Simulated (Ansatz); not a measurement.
## A hypothetical structure for MnSn3S4

This structure for MnSn3S4 is made up. Its elements were placed in a known structure type with a cell scaled to their sizes. What cell does the guess relax to, and how far off was it?

Program: Ansatz 0.2.0. Level of theory: DFT, PBE, plane-wave PAW, files of the set soft_1, scalar-relativistic, ferromagnetic start, cell and ions relaxed at zero pressure; PAW set soft_1, in the first sound run; inputs show where later runs differ. Results are calculated unless marked as measured.

## Step 1: Set-up

The structure is cubic, space group P-43m (No. 215). The conventional cell has a = 5.732 Å, b = 5.732 Å, c = 5.732 Å, α = 90.00°, β = 90.00°, γ = 90.00°. Nearest to Sn lie 4 S at 2.42 Å. Mn has 4 S at 2.70 Å nearest. Nearest to S lie 3 Sn at 2.42 Å and 1 Mn at 2.70 Å. Farther neighbours and most contacts between anions are not listed.

## Step 2: Relaxing cell and atoms

The guessed cell has no reason to be at equilibrium. It is relaxed with the atoms, within the space group of the guess.

input.yaml reads:

```yaml
crystal:
  lattice:
    - [5.732, 0.0, 0.0]
    - [0.0, 5.732, 0.0]
    - [0.0, 0.0, 5.732]
  atoms:
    - { symbol: Sn, position: [0.5, 0.5, 0.0] }
    - { symbol: Sn, position: [0.5, 0.0, 0.5] }
    - { symbol: Sn, position: [0.0, 0.5, 0.5] }
    - { symbol: Mn, position: [0.0, 0.0, 0.0], spin: 4.0 }
    - { symbol: S, position: [0.728, 0.272, 0.728] }
    - { symbol: S, position: [0.272, 0.728, 0.728] }
    - { symbol: S, position: [0.728, 0.728, 0.272] }
    - { symbol: S, position: [0.272, 0.272, 0.272] }
magnetization:
  spin_polarized: true
kpoints:
  mp_grid: { grid: [5, 5, 5] }
scf:
  occupations: { method: fermi_dirac, width: 0.05 }
hamiltonian:
  xc: pbe
  pseudopotentials: { kind: paw, azcp: { folder: soft_1 } }
relax:
  f_tol: 0.015
  max_steps: 70
  cell: {}
output:
  forces: true
  stress: true
```

The run is started by

```
$ ansatz run input.yaml --threads 4 --pin off --max-ram 10240MiB --backend cpu --events-out ev --progress --plain --runs-dir out
```

Numbers of over 12 decimals in the logs are rounded to 6 here.

The log of the run:

```text
Engine: ansatz 0.2.0, aarch64-unknown-linux-gnu
Pseudopotentials: kind: paw
Pseudopotential: Sn, paw, valence charge 14, recommended cutoff 420 eV (normal), soft_1/Sn.paw.azcp
Pseudopotential: Mn, paw, valence charge 15, recommended cutoff 420 eV (normal), soft_1/Mn.paw.azcp
Pseudopotential: S, paw, valence charge 6, recommended cutoff 420 eV (normal), soft_1/S.paw.azcp
Functional definition: PBE
  parameter kappa = 0.804
  parameter beta = 0.066725
  exchange = pbe_x(kappa = kappa, mu = beta*pi^2/3)
  correlation = pbe_c(beta = beta)
Crystal: 8 atoms, lattice volume = 188.330 Å³
Basis set: ecut = 420 eV, 3743 PW (Γ), exchange–correlation on 80×80×80 points (8 copies of the dense FFT grid, shifted against one another)
Bands: 51, of which v1, the nominal top of the filled ones, is band 41 counted from 1 (40 counted from 0)
Symmetry: 24 space group operations
Space group: P-43m (ITA 215), of the structure as read, at distance tolerance 5.7e-5 Å
Magnetic group: BNS 215.70 (UNI 1572), of the structure as read, at distance tolerance 5.7e-5 Å
k-points: 10 of 125 (time reversal used)
Non-local potential: Sn, projectors of the file, l = 0: 2, l = 1: 2, l = 2: 2, l = 3: 1
Non-local potential: Mn, projectors of the file, l = 0: 3, l = 1: 2, l = 2: 3, l = 3: 1
Non-local potential: S, projectors of the file, l = 0: 2, l = 1: 2, l = 2: 1
PAW form: soft (Blöchl's): semilocal exchange-correlation on the pseudo side does not see the compensation charge
PAW one-centre angular grid: Sn, 590 points (default); XC on 64 Gauss nodes
PAW one-centre angular grid: Mn, 590 points (default); XC on 64 Gauss nodes
PAW one-centre angular grid: S, 110 points (default); XC on 64 Gauss nodes
Initial density: superposition of atomic densities (chi_scale 0.1, normalization cell, long waves kept (reshape's long-wave potential 0.08 eV rms))
Starting moments: Σ|m| = 4 μB on 1 of 8 sites
Initial wavefunctions: pseudopotential atomic-orbital guess
Functional: x = pbe(κ = 0.804, μ = 0.219515), c = pbe(β = 0.066725)
SCF iter   1: F=—  HF=-25577.345541 eV  |F-HF|=—  |Δ(HF+E_count)|=         —  Δρ=5.75e-2 (↑4.84e-2 ↓5.75e-2)  dr2=3.03e1  dr2_m=6.90e-2  M=3.122 μB ∫|m|=3.869 μB  β_m=0.30  ethr=3.10e-3  ⟨swp⟩=8.2  Hψ=4312  notcnv=0
Mixer restart at iter 1: flushing history
preconditioner: auto → Kerker (q_TF=auto, 2.370 Å⁻¹)  [metal: Δε(μ)=0.011 eV  Ē_g=14.368 eV  σ=0.050 eV  W_gap=0.05  n_scr=32 (ndim 8)  ℏωp=23.1 eV  f_vac=0.000  D(μ)=9.87/eV (n_scr^D=80)]
spin=Collinear: Kerker preconditioning applied to the charge; magnetization (m = ρ↑ − ρ↓) channel mixes plain (no charge-response kernel on spin).
SCF iter   2: F=—  HF=-25577.487966 eV  |F-HF|=—  |Δ(HF+E_count)|=   1.42e-1  Δρ=2.17e-2 (↑1.84e-2 ↓2.17e-2)  dr2=7.48e0  dr2_m=1.73e-2  M=3.243 μB ∫|m|=4.129 μB  β_m=0.38  ethr=3.10e-3  ⟨swp⟩=3.0  Hψ=2351  notcnv=0  defer=25
SCF iter   3: F=—  HF=-25576.815236 eV  |F-HF|=—  |Δ(HF+E_count)|=   6.73e-1  Δρ=1.05e-2 (↑9.76e-3 ↓1.05e-2)  dr2=2.45e0  dr2_m=6.50e-3  M=3.335 μB ∫|m|=4.191 μB  β_m=0.52  ethr=3.10e-3  ⟨swp⟩=3.0  Hψ=1560  notcnv=0  defer=20
SCF iter   4: F=—  HF=-25575.993567 eV  |F-HF|=—  |Δ(HF+E_count)|=   8.22e-1  Δρ=1.09e-2 (↑4.85e-3 ↓1.09e-2)  dr2=3.04e-1  dr2_m=2.60e-2  M=3.691 μB ∫|m|=4.362 μB  β_m=0.76  ethr=3.03e-3  ⟨swp⟩=3.3  Hψ=1650  notcnv=0  defer=24
SCF iter   5: F=—  HF=-25576.356099 eV  |F-HF|=—  |Δ(HF+E_count)|=   3.63e-1  Δρ=8.59e-3 (↑2.52e-3 ↓8.59e-3)  dr2=1.05e-1  dr2_m=5.00e-2  M=4.004 μB ∫|m|=4.507 μB  β_m=0.88  ethr=3.76e-4  ⟨swp⟩=3.1  Hψ=2554  notcnv=0  defer=27
SCF iter   6: F=—  HF=-25576.413634 eV  |F-HF|=—  |Δ(HF+E_count)|=         —  Δρ=2.08e-3 (↑7.95e-4 ↓2.08e-3)  dr2=1.10e-2  dr2_m=2.35e-3  M=4.125 μB ∫|m|=4.562 μB  β_m=0.88  ethr=1.29e-4  ⟨swp⟩=3.5  Hψ=2032  notcnv=0  defer=27
Mixer restart at iter 6: flushing history
SCF iter   7: F=—  HF=-25576.416031 eV  |F-HF|=—  |Δ(HF+E_count)|=   2.40e-3  Δρ=1.25e-3 (↑1.25e-3 ↓5.51e-4)  dr2=2.49e-3  dr2_m=9.24e-4  M=4.139 μB ∫|m|=4.566 μB  β_m=0.92  ethr=1.36e-5  ⟨swp⟩=2.4  Hψ=2097  notcnv=0  defer=22
SCF iter   8: F=—  HF=-25576.415382 eV  |F-HF|=—  |Δ(HF+E_count)|=   6.49e-4  Δρ=8.47e-4 (↑7.38e-4 ↓8.47e-4)  dr2=5.62e-3  dr2_m=3.51e-5  M=4.153 μB ∫|m|=4.573 μB  β_m=0.80  ethr=3.07e-6  ⟨swp⟩=2.0  Hψ=2014  notcnv=0  defer=22
SCF iter   9: F=—  HF=-25576.414298 eV  |F-HF|=—  |Δ(HF+E_count)|=   1.08e-3  Δρ=5.97e-4 (↑2.40e-4 ↓5.97e-4)  dr2=9.53e-4  dr2_m=7.99e-5  M=4.136 μB ∫|m|=4.561 μB  β_m=0.69  ethr=3.07e-6  ⟨swp⟩=2.0  Hψ=1962  notcnv=0  defer=22
SCF iter  10: F=—  HF=-25576.414508 eV  |F-HF|=—  |Δ(HF+E_count)|=   2.10e-4  Δρ=3.30e-4 (↑7.83e-5 ↓3.30e-4)  dr2=2.61e-4  dr2_m=4.15e-5  M=4.135 μB ∫|m|=4.561 μB  β_m=0.85  ethr=1.18e-6  ⟨swp⟩=2.0  Hψ=1698  notcnv=0  defer=22
SCF iter  11: F=—  HF=-25576.414606 eV  |F-HF|=—  |Δ(HF+E_count)|=   9.85e-5  Δρ=5.63e-5 (↑4.04e-5 ↓5.63e-5)  dr2=2.72e-5  dr2_m=1.49e-6  M=4.133 μB ∫|m|=4.560 μB  β_m=0.92  ethr=3.23e-7  ⟨swp⟩=2.4  Hψ=1570  notcnv=0  defer=22
SCF iter  12: F=—  HF=-25576.414610 eV  |F-HF|=—  |Δ(HF+E_count)|=   3.67e-6  Δρ=2.35e-5 (↑1.56e-5 ↓2.35e-5)  dr2=5.00e-6  dr2_m=5.77e-8  M=4.134 μB ∫|m|=4.560 μB  β_m=0.96  ethr=3.36e-8  ⟨swp⟩=2.0  Hψ=1333  notcnv=0  defer=22
SCF iter  13: F=—  HF=-25576.414611 eV  |F-HF|=—  |Δ(HF+E_count)|=   8.25e-7  Δρ=1.57e-5 (↑5.15e-6 ↓1.57e-5)  dr2=1.30e-6  dr2_m=5.99e-8  M=4.133 μB ∫|m|=4.559 μB  β_m=0.98  ethr=6.17e-9  ⟨swp⟩=2.0  Hψ=1466  notcnv=0  defer=22
SCF iter  14: F=—  HF=-25576.414611 eV  |F-HF|=—  |Δ(HF+E_count)|=   7.73e-8  Δρ=5.19e-6 (↑2.66e-6 ↓5.19e-6)  dr2=1.77e-7  dr2_m=4.00e-9  M=4.133 μB ∫|m|=4.560 μB  β_m=0.99  ethr=1.60e-9  ⟨swp⟩=1.7  Hψ=1092  notcnv=0  defer=22
SCF iter  15: F=—  HF=-25576.414611 eV  |F-HF|=—  |Δ(HF+E_count)|=   3.09e-9  Δρ=6.49e-7 (↑4.55e-7 ↓6.49e-7)  dr2=3.31e-9  dr2_m=1.92e-10  M=4.133 μB ∫|m|=4.560 μB  β_m=1.00  ethr=2.18e-10  ⟨swp⟩=2.0  Hψ=1324  notcnv=0  defer=22
SCF iter  16: F=-25576.414611 eV  HF=-25576.414611 eV  |F-HF|=1.67e-10  |Δ(HF+E_count)|=   1.24e-9  Δρ=2.75e-7 (↑2.28e-7 ↓2.75e-7)  dr2=7.48e-10  dr2_m=3.69e-11  M=4.133 μB ∫|m|=4.560 μB  ethr=4.08e-12  ⟨swp⟩=2.0  Hψ=2685  notcnv=0
SCF 1 converged in 16 iterations: F = -25576.414611 eV  dr2 = 7.48e-10
  greatest PAW one-centre occupation: 1.000 electrons in one spin orbital (limit 2), on the Mn atom at site 3 (counted from 0), in its partial waves of l = 0
relax step   1: F+E_penalty+E_count = -25576.41461084 eV  Δ(F+E_penalty+E_count) = +0.000e0 eV  max|allowed force component| = 1.378e0 eV/Å  Δτ_max = 0.0000 Å  P = +17.443 GPa  Ω = 188.330 Å³  (16 SCF iters, dr2 threshold 1.00e-7 eV, accepted)
[...]
relax step   5: F+E_penalty+E_count = -25581.92287142 eV  Δ(F+E_penalty+E_count) = -9.594e-2 eV  max|allowed force component| = 1.108e-1 eV/Å  Δτ_max = 0.0227 Å  P = +0.165 GPa  Ω = 241.774 Å³  energy of the carried Pulay correction = -7.736e-3 eV  (8 SCF iters, dr2 threshold 8.00e-7 eV, accepted)
[...]
relax step   6: F+E_penalty+E_count = -25581.93391357 eV  Δ(F+E_penalty+E_count) = -1.104e-2 eV  max|allowed force component| = 1.668e-2 eV/Å  Δτ_max = 0.0301 Å  P = +0.021 GPa  Ω = 243.037 Å³  energy of the carried Pulay correction = -7.896e-3 eV  (8 SCF iters, dr2 threshold 7.67e-7 eV, accepted)
[...]
relax step   7: F+E_penalty+E_count = -25581.93416406 eV  Δ(F+E_penalty+E_count) = -2.505e-4 eV  max|allowed force component| = 2.222e-4 eV/Å  Δτ_max = 0.0040 Å  P = +0.004 GPa  Ω = 243.072 Å³  energy of the carried Pulay correction = -7.901e-3 eV  (8 SCF iters, dr2 threshold 1.74e-8 eV, accepted)
[...]
relax step   8: F+E_penalty+E_count = -25581.95772294 eV  Δ(F+E_penalty+E_count) = -2.356e-2 eV  max|allowed force component| = 3.332e-3 eV/Å  Δτ_max = 0.0000 Å  P = +0.140 GPa  Ω = 243.072 Å³  stress off target by 1.40e-1 GPa  SCF on the basis re-selected at this cell (its energy is not comparable with the rows above)  (10 SCF iters)
[...]
relax step   9: F+E_penalty+E_count = -25581.95798791 eV  Δ(F+E_penalty+E_count) = -2.650e-4 eV  max|allowed force component| = 3.719e-5 eV/Å  Δτ_max = 0.0004 Å  P = +0.007 GPa  Ω = 243.889 Å³  energy of the carried Pulay correction = -1.138e-4 eV  (8 SCF iters, dr2 threshold 4.87e-8 eV, accepted)
iter 1 solved again at ethr=2.81e-7 eV; its pass at ethr=3.10e-3 eV (dr2=2.28e-4 eV) is discarded
SCF iter   1: F=—  HF=-25581.958120 eV  |F-HF|=—  |Δ(HF+E_count)|=         —  Δρ=7.67e-6 (↑6.15e-6 ↓7.67e-6)  dr2=1.84e-8  dr2_m=1.45e-9  M=5.000 μB ∫|m|=5.061 μB  β_m=0.65  ethr=2.81e-7  ⟨swp⟩=4.0  Hψ=7218  notcnv=0
eigensolver tolerance schedule: the retry pair's looser diagonalisation over-reported the residual by 12360.46 of it (diagonalisation noise at an unbounded share of the residual, at the tolerance the schedule requests for it); recorded, not acted on — ethr = c·dr2/N_el stays at c = 1.0e-1
preconditioner: auto → Resta (q_TF=auto, 2.270 Å⁻¹)  ε∞=5.5  [insulator: Δε(μ)=0.541 eV  Ē_g=7.328 eV  σ=0.050 eV  W_gap=0.99  n_scr=56 (ndim 8)  ℏωp=15.6 eV  f_vac=0.094  D(μ)=0.02/eV (n_scr^D=0)  ε∞_Penn≈5.5]
spin=Collinear: Resta preconditioning applied to the charge; magnetization (m = ρ↑ − ρ↓) channel mixes plain (no charge-response kernel on spin).
SCF iter   2: F=—  HF=-25581.958090 eV  |F-HF|=—  |Δ(HF+E_count)|=   3.02e-5  Δρ=2.79e-6 (↑2.30e-6 ↓2.79e-6)  dr2=4.55e-9  dr2_m=2.56e-10  M=5.000 μB ∫|m|=5.061 μB  β_m=0.54  ethr=2.27e-11  ⟨swp⟩=4.0  Hψ=2762  notcnv=0
SCF iter   3: F=—  HF=-25581.958092 eV  |F-HF|=—  |Δ(HF+E_count)|=   2.28e-6  Δρ=1.32e-6 (↑1.08e-6 ↓1.32e-6)  dr2=6.25e-10  dr2_m=4.58e-11  M=5.000 μB ∫|m|=5.061 μB  β_m=0.67  ethr=5.62e-12  ⟨swp⟩=2.0  Hψ=1375  notcnv=0
SCF iter   4: F=—  HF=-25581.958093 eV  |F-HF|=—  |Δ(HF+E_count)|=   5.73e-7  Δρ=4.73e-7 (↑3.70e-7 ↓4.73e-7)  dr2=2.76e-10  dr2_m=8.69e-12  M=5.000 μB ∫|m|=5.061 μB  β_m=0.82  ethr=1.00e-12  ⟨swp⟩=2.0  Hψ=1382  notcnv=0
SCF iter   5: F=—  HF=-25581.958093 eV  |F-HF|=—  |Δ(HF+E_count)|=   6.87e-8  Δρ=1.73e-7 (↑1.69e-7 ↓1.73e-7)  dr2=6.70e-11  dr2_m=4.22e-11  M=5.000 μB ∫|m|=5.061 μB  β_m=0.91  ethr=1.00e-12  ⟨swp⟩=2.0  Hψ=1813  notcnv=0
SCF iter   6: F=—  HF=-25581.958093 eV  |F-HF|=—  |Δ(HF+E_count)|=   3.19e-9  Δρ=5.87e-8 (↑5.33e-8 ↓5.87e-8)  dr2=3.24e-11  dr2_m=3.09e-12  M=5.000 μB ∫|m|=5.061 μB  β_m=0.95  ethr=1.00e-12  ⟨swp⟩=1.4  Hψ=1125  notcnv=0
SCF iter   7: F=-25581.958093 eV  HF=-25581.958093 eV  |F-HF|=7.28e-12  |Δ(HF+E_count)|=  1.86e-10  Δρ=5.68e-8 (↑4.49e-8 ↓5.68e-8)  dr2=2.90e-11  dr2_m=2.53e-13  M=5.000 μB ∫|m|=5.061 μB  ethr=1.00e-12  ⟨swp⟩=3.8  Hψ=3515  notcnv=0
SCF 10 converged in 7 iterations: F = -25581.958093 eV  dr2 = 2.90e-11
relax step  10: F+E_penalty+E_count = -25581.95809286 eV  Δ(F+E_penalty+E_count) = -1.049e-4 eV  max|allowed force component| = 6.530e-5 eV/Å  Δτ_max = 0.0000 Å  P = +0.007 GPa  Ω = 243.889 Å³  stress off target by 6.98e-3 GPa  SCF on the basis re-selected at this cell (its energy is not comparable with the rows above)  (7 SCF iters)
basis re-selected at this cell: Δ(F+E_penalty+E_count) = -1.049e-4 eV, ΔP = -0.000 GPa vs the last step (what re-selecting the basis moved, of the pressure what is left beyond the Pulay correction that the steps carried, after the strain that the cell walked since its last selection, with what the two solves' SCF thresholds leave and, on support functions, any second-order correction that the steps lacked; it is no m [...]
SCF converged after 7 iterations
Magnetization: 4.9998 μB (42.9999 up, 38.0001 down)
Absolute magnetization: 5.0617 μB (∫|ρ↑−ρ↓|, with the PAW one-centre terms)
Spin contamination: 0.0249 ħ² per cell (⟨S²⟩ above its minimum at these occupations)
Per-site moments (μB) at R_I (Å): [(0.035736, 1.161885), (0.035736, 1.161885), (0.035736, 1.161885), (3.936314, 0.995069), (0.045232, 0.995069), (0.045232, 0.995069), (0.045232, 0.995069), (0.045232, 0.995069)]
Free energy (F): -25581.958093 eV
Harris-Foulkes:  -25581.958093 eV  (|F-HF|=7.28e-12)
Internal energy: -25581.957717 eV  (E = F + TS)
E sigma→0 (E₀):  -25581.957905 eV
Entropy (-TS):   -0.000376 eV (-0.047 meV/atom)
Fermi energy:    5.873308 eV
--- Per-component energies (eV) ---
  E_band       = -862.830383
  E_kinetic    = 1227.566514
  E_local      = -7933.445296  (includes V_loc(G=0)·N_el)
  E_nonlocal   = 1039.730659
  E_hartree    = 3430.117351
  E_xc         = -836.258716
  E_vxc        = -701.505452  (∫ρ·V_xc dr)
  E_paw        = -16867.640076  (= ΣΔE_a)
  E_vpaw       = -1355.412220  (= ΣTr[D̂ρ^β])
  E_aug_tail   = 0.000988  (compensation charges beyond the density's cutoff)
  E_ewald      = -5642.029142
  E_smearing   = -0.000376  (= −TS)
  E_closure    = 0.000000  (closes the sum)
  Σ components = -25581.958093   (vs F -25581.958093, Δ=0.00e0)
--- Forces (eV/Å), atoms counted from 1 ---
  atom   1  Sn    -0.00000000     0.00000000    -0.00000000
  atom   2  Sn     0.00000000    -0.00000000    -0.00000000
  atom   3  Sn    -0.00000000    -0.00000000     0.00000000
  atom   4  Mn     0.00000000     0.00000000     0.00000000
  atom   5  S      0.00006530    -0.00006530     0.00006530
  atom   6  S     -0.00006530     0.00006530     0.00006530
  atom   7  S      0.00006530     0.00006530    -0.00006530
  atom   8  S     -0.00006530    -0.00006530    -0.00006530
  max |Σ_I F_I| component: 1.36e-16 eV/Å
--- Stress (GPa, compression-positive) ---
        0.006981      -0.000000      -0.000000
       -0.000000       0.006981       0.000000
        0.000000       0.000000       0.006981
  P = ⅓ Tr σ = 0.0070 GPa (0.070 kbar)
--- Relaxed structure (8 steps of the walk, 8 accepted, 2 SCFs on fresh bases) ---
  F+E_penalty+E_count = -25581.95809286 eV   max|allowed force component| = 6.530e-5 eV/Å   (the final SCF, on the basis selected at the relaxed cell)
  cell:  # Å, volume = 243.8889 Å³
    - [6.247851, 0, 0]
    - [0, 6.247851, 0]
    - [0, 0, 6.247851]
  atoms:
    - { symbol: Sn, position: [0.5, 0.5, -1.8855792754649112e-19] }
    - { symbol: Sn, position: [0.5, 3.0204733848356374e-19, 0.5] }
    - { symbol: Sn, position: [2.1953107928140073e-18, 0.5, 0.5] }
    - { symbol: Mn, position: [2.1953107928140065e-18, 3.0204733848356403e-19, -1.885579275464909e-19] }
    - { symbol: S, position: [0.777086, 0.222914, 0.777086] }
    - { symbol: S, position: [0.222914, 0.777086, 0.777086] }
    - { symbol: S, position: [0.777086, 0.777086, 0.222914] }
    - { symbol: S, position: [0.222914, 0.222914, 0.222914] }
```

Run time: 57 s. Hardware: 4 threads of Arm Neoverse V2, shared host; peak memory 0.69 GiB; 3.6 min of CPU time.

Step by step:

```csv
step,energy less that of the first step (eV),largest force component (eV/Å),pressure (GPa),volume (Å³)
1,0.0000,1.3781,17.44,188.33
2,-3.7621,1.0192,7.09,216.92
3,-5.2020,0.4451,3.49,227.34
4,-5.4123,0.0425,-2.21,257.73
5,-5.5083,0.1108,0.16,241.77
6,-5.5193,0.0167,0.02,243.04
7,-5.5196,0.0002,0.00,243.07
8*,-5.5431,0.0033,0.14,243.07
9,-5.5434,0.0000,0.01,243.89
10*,-5.5435,0.0001,0.01,243.89
```

Relaxation steps marked * repeat the geometry before them on a plane-wave basis chosen anew for their cell, so energy and pressure can jump there.

Forces are held to the 24 operations that the run works with; a distortion that breaks them can't arise in this run.

```csv
"conventional cell, symmetrised",before,after,change
a (Å),5.732,6.248,+9.0 %
b (Å),5.732,6.248,+9.0 %
c (Å),5.732,6.248,+9.0 %
volume (Å³/atom),23.54,30.49,+29.5 %
```

The atoms that moved most (Å, as changes of fractional coordinates times the final cell):

```csv
atom,dx,dy,dz,length
S8,-0.307,-0.307,-0.307,0.531
S7,0.307,0.307,-0.307,0.531
S5,0.307,-0.307,0.307,0.531
S6,-0.307,0.307,0.307,0.531
```

Final coordinates:

```cif
data_structure
_symmetry_space_group_name_H-M 'P 1'
_symmetry_Int_Tables_number 1
_cell_length_a 6.2479
_cell_length_b 6.2479
_cell_length_c 6.2479
_cell_angle_alpha 90.000
_cell_angle_beta 90.000
_cell_angle_gamma 90.000
_cell_volume 243.89
loop_
_atom_site_label
_atom_site_type_symbol
_atom_site_fract_x
_atom_site_fract_y
_atom_site_fract_z
_atom_site_occupancy
Sn1 Sn 0.50000 0.50000 0.00000 1
Sn2 Sn 0.50000 0.00000 0.50000 1
Sn3 Sn 0.00000 0.50000 0.50000 1
Mn4 Mn 0.00000 0.00000 0.00000 1
S5 S 0.77709 0.22291 0.77709 1
S6 S 0.22291 0.77709 0.77709 1
S7 S 0.77709 0.77709 0.22291 1
S8 S 0.22291 0.22291 0.22291 1
```

This step gave:

* free energy: -25581.9581 eV
* energy at zero smearing: -25581.9579 eV
* Fermi energy: 5.873 eV
* gap by band count: 0.5409 eV
* magnetization: 5.000 μB
* absolute magnetization: 5.062 μB
* site moments: 0.03574, 0.03574, 0.03574, 3.936, 0.04523, 0.04523, 0.04523, 0.04523 μB
* electrons: 81
* symmetry operations: 24
* pressure: 0.006981 GPa

Site moment by atom:

```csv
atom,site moment (μB)
Sn1,0.04
Sn2,0.04
Sn3,0.04
Mn4,3.94
S5,0.05
S6,0.05
S7,0.05
S8,0.05
```

The shortest distance of each pair, which need not be the same contact before and after:

```csv
pair,guess (Å),relaxed (Å)
Mn–S,2.700,2.412
S–Sn,2.418,2.817
S–S,3.696,3.939
Sn–Sn,4.053,4.418
Mn–Sn,4.053,4.418
```

The relaxation ends with a largest force component of 6.5e-5 eV/Å and a pressure of 0.01 GPa.

[end of part 1 of 2]

[Logs are printed without paths, hosts, clocks, repeated set-up lines and the standing remarks that a program may print on its own settings, such as how far it seeks lower states.]

[Hosts, paths, dates, database ids (printed as entryN), source tags and the programs' standing remarks are cut or masked in the printed files.]
